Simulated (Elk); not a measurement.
# GaCo with and without a Hubbard term

One order of GaCo is run under several DFT+U schemes. What changes?

Calculated with Elk 11.2.3 (patched build); PBEsol; all-electron APW+lo, Dirac cores, scalar-relativistic bands.

This is a report of a sequence of runs, with most program output left out.

## Step 1: Starting point

Symmetry: Pm-3m, No. 221, cubic system. Conventional cell: a = 2.878 Å, b = 2.878 Å, c = 2.878 Å, α = 90.00°, β = 90.00°, γ = 90.00°. Nearest to Ga lie 8 Co at 2.49 Å. Nearest to Co lie 8 Ga at 2.49 Å. Farther neighbours are not listed.

## Step 2: No U

The run without a Hubbard term is the reference.

The last three numbers of an atom's line are a seed field in its sphere. It points against the wanted moment and shrinks by the factor reducebf each loop.

File elk.in:

```
tasks
  0
  15

xctype
  22

rgkmax
  7.0

nempty
  12

swidth
  0.003

reducebf
  0.5

epsengy
  1e-05

maxscl
  100

lmaxi
  2

spinpol
  .true.

sppath
  './'

avec
  5.43863178667 0.00000000000 0.00000000000
  0.00000000000 5.43863178667 0.00000000000
  0.00000000000 0.00000000000 5.43863178667

atoms
  2
  'Ga.in'
  1
  0.5000000000 0.5000000000 0.5000000000   0.000000 0.000000 0.000000
  'Co.in'
  1
  0.0000000000 0.0000000000 0.0000000000   0.000000 0.000000 -0.100000

ngridk
  8 8 8
```

On the command line:

```
$ OMP_NUM_THREADS=2 elk
```

Elapsed: 2.5 min, on 2 threads of Arm Neoverse V1, shared host; peak memory 0.11 GiB; 4.9 min of CPU time.

The moments died away, and this build then starts once more from a stronger push, within the same count of loops. That gave no lower state.

Numbers from this step:

- final state: non-magnetic

After 55 cycles the seed has died away: no moment is left.

## Step 3: U = 3.50 eV, J = 0.90 eV on Co d (fully localised)

Fully localised double counting pushes orbitals towards full or empty, which suits localised shells.

Changes to elk.in since step 2:

```diff
@@ -3,2 +3,4 @@
   15
+  33
+  73
 
@@ -50 +52,12 @@
   8 8 8
+
+dft+u
+  1 1
+  2 2 0.128623 0.033074
+
+plot3d
+  0 0 0
+  1 0 0
+  0 1 0
+  0 0 1
+  15 15 15
```

On the command line:

```
$ OMP_NUM_THREADS=2 elk
```

Elapsed: 88 s, on 2 threads; peak memory 0.11 GiB; 2.9 min of CPU time.

This step gave:

- density of states at the Fermi level: 0.9295 states/eV/cell
- moment between the spheres: -0.06389 μB
- magnetization: 0.7230 μB
- final state: ferromagnetic
- largest moment: 0.8365 μB

The largest spin moment is +0.84 μB from that of the first run.

FDU.OUT:

```text

   2   2 : species, l
  0.1286230000     : F^(0)
  0.2849452308     : F^(2)
  0.1780907692     : F^(4)
  0.1286230000     : U
  0.3307400000E-01 : J
```

In eV, for the first corrected species: U = 3.50, J = 0.90.

## Step 4: U = 1.75 eV, J = 0.90 eV on Co d (fully localised)

The same form with other values shows how far the result hangs on them.

Changes to elk.in since step 3:

```diff
@@ -3,4 +3,2 @@
   15
-  33
-  73
 
@@ -55,9 +53,2 @@
   1 1
-  2 2 0.128623 0.033074
-
-plot3d
-  0 0 0
-  1 0 0
-  0 1 0
-  0 0 1
-  15 15 15
+  2 2 0.064311 0.033074
```

On the command line:

```
$ OMP_NUM_THREADS=2 elk
```

Elapsed: 1.8 min, on 2 threads; peak memory 0.13 GiB.

Read from the output:

```yaml
density_of_states_at_the_fermi_level: 0.9683 states/eV/cell
moment_between_the_spheres: -0.03596 μB
magnetization: 0.3222 μB
final_state: ferromagnetic
largest_moment: 0.3834 μB
```

The largest spin moment is +0.38 μB from that of the first run.

## Step 5: U = 1.75 eV, J = 0.90 eV on Co d (around mean field)

Around-mean-field double counting counts from equal filling of a spin's orbitals, which suits more itinerant shells.

Changes to elk.in since step 4:

```diff
@@ -52,3 +52,3 @@
 dft+u
-  1 1
+  2 1
   2 2 0.064311 0.033074
```

On the command line:

```
$ OMP_NUM_THREADS=2 elk
```

The job ended after 86 s (2 threads; peak memory 0.1 GiB; 2.8 min of CPU time).

Read from the output:

```yaml
density_of_states_at_the_fermi_level: 0.9639 states/eV/cell
moment_between_the_spheres: -0.02832 μB
magnetization: 0.2698 μB
final_state: ferromagnetic
largest_moment: 0.3158 μB
```

The largest spin moment is +0.32 μB from that of the first run.

## Step 6: U = 3.50 eV, J = 0.90 eV on Co d (around mean field)

Changes to elk.in since step 5:

```diff
@@ -53,2 +53,2 @@
   2 1
-  2 2 0.064311 0.033074
+  2 2 0.128623 0.033074
```

On the command line:

```
$ OMP_NUM_THREADS=2 elk
```

Run time: 1.8 min. Hardware: 2 threads; peak memory 0.1 GiB.

This step gave:

| Property | Result |
| --- | --- |
| density of states at the Fermi level | 1.010 states/eV/cell |
| moment between the spheres | -0.04650 μB |
| magnetization | 0.4954 μB |
| final state | ferromagnetic |
| largest moment | 0.5661 μB |

The largest spin moment is +0.57 μB from that of the first run.

## Step 7: U = 3.50 eV on Co d (fully localised)

Changes to elk.in since step 6:

```diff
@@ -52,3 +52,3 @@
 dft+u
-  2 1
-  2 2 0.128623 0.033074
+  1 1
+  2 2 0.128623 0.000000
```

On the command line:

```
$ OMP_NUM_THREADS=2 elk
```

The job ended after 2.7 min (2 threads; peak memory 0.11 GiB; 5.2 min of CPU time).

This step gave:

```
density of states at the Fermi level : 1.172 states/eV/cell
moment between the spheres           : -0.06836 μB
magnetization                        : 0.8490 μB
final state                          : ferromagnetic
largest moment                       : 0.9826 μB
```

The largest spin moment is +0.98 μB from that of the first run.

## Step 8: Side by side

```csv
Hubbard term,state,largest spin moment (μB),CPU time
none,non-magnetic,0.000,4.9 min
"U = 3.50 eV, J = 0.90 eV on Co d (fully localised)",ferromagnetic,0.837,2.9 min
"U = 1.75 eV, J = 0.90 eV on Co d (fully localised)",ferromagnetic,0.383,3.5 min
"U = 1.75 eV, J = 0.90 eV on Co d (around mean field)",ferromagnetic,0.316,2.8 min
"U = 3.50 eV, J = 0.90 eV on Co d (around mean field)",ferromagnetic,0.566,3.6 min
U = 3.50 eV on Co d (fully localised),ferromagnetic,0.983,5.2 min
```

## Step 9: Outcome

- range of the spin moment: 4.4e-4 to 0.983 μB

**Reading.** Over the forms that converged the largest spin moment runs from 4.4e-4 to 0.983 μB. At U = 3.50 eV, J = 0.90 eV on Co d, around-mean-field double counting gives a moment 0.27 μB smaller, since it penalises spin polarisation. The run without U ends without moments. That can be the functional's answer or a seed lost on these settings, so the moments under U are not shown to be made by it. The runs end in unlike states. Total energies under different Hubbard terms can't be compared. The net moment is no whole number, as in a metal, where a U can create or inflate moments that the crystal lacks. Under a U a part-filled d shell can order its orbitals; no such lower state was searched for, and the cell's symmetry can forbid it.

[Logs and program files are shortened in this print: banners, set-up blocks, solver, clock and traceback lines can be left out without a mark of their own.]

[Logs are printed without paths, hosts, clocks, repeated set-up lines and the standing remarks that a program may print on its own settings, such as how far it seeks lower states.]

[Hosts, paths, dates, database ids (printed as entryN), source tags and the programs' standing remarks are cut or masked in the printed files.]

[Where a cell is said to come from a database of computed structures, the database is the Materials Project.]
